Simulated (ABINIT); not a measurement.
Records of electronic-structure calculations.

```
! title: A GW chain in ABINIT: TePb (Fm-3m)
! method: RPA screening on PBE, plane waves, norm-conserving pseudopotentials (and 2 further levels or steps)
! program: ABINIT 10.8.3
! settings: cutoff 39 Ha, PseudoDojo scalar-relativistic 0.4 stringent, norm-conserving, ngkpt (4, 4, 4), nband 132, ecuteps 5 Ha, inclvkb 2, shiftk (0, 0, 0), symchi 1, awtr 1, frequency ppm, 4×4×4 k-mesh
! cost: 5 runs, 4.3 min in all on 8 MPI ranks of Intel Xeon Platinum 8488C (Sapphire Rapids), shared host
! notes: The cell and positions come from the Crystallography Open Database and are kept as given unless a step says otherwise. Limits: mesh may overstate the screening; no spin-orbit coupling. The 4×4×4 mesh is coarse for this cell, which bears on the long-range parts of exchange and screening. The RPA ε∞ on this mesh reaches over 25; with a narrow direct gap a coarse mesh can overstate it, and the correction is then too small.
! PBE gap: 0.74 eV, direct
! G0W0 gap on the mesh: 0.87 eV
! GW settings: 4×4×4 mesh, 132 bands, screening to 136.1 eV, Godby-Needs plasmon pole
CELL_PARAMETERS angstrom
0.00000 3.23100 3.23100
3.23100 0.00000 3.23100
3.23100 3.23100 0.00000
ATOMIC_POSITIONS crystal
Te 0.50000 0.50000 0.50000
Pb 0.00000 0.00000 0.00000
```

[Long decimals in the printed logs are rounded to 6 places.]

[Logs are printed without paths, hosts, clocks, repeated set-up lines and the standing remarks that a program may print on its own settings, such as how far it seeks lower states.]

[Paths, hosts, dates, memory and timing lines, banners, echoed tables and standing remarks are left out of the program output; an Ansatz launch command may be rebuilt from the run's recorded settings. Measured values are a selection of at most five: reports struck by readers or far from the other reports are left out. None is set beside runs whose start may be inverted or whose files or cutoffs have a known fault.]

[Runs of the session that timed out or met a known fault of the program may be left out.]

[Hosts, paths, dates, database ids (printed as entryN), source tags and the programs' standing remarks are cut or masked in the printed files.]

[G0W0 gaps are taken among the corrected bands and points alone; a level outside them can change the order at an edge.]

[Where Ansatz stands beside ABINIT at settings called matched, ABINIT's density can come from a denser mesh and the files from another edition; pairs whose starting gaps differed by over 0.03 eV were left out, so agreement reads better than it is.]
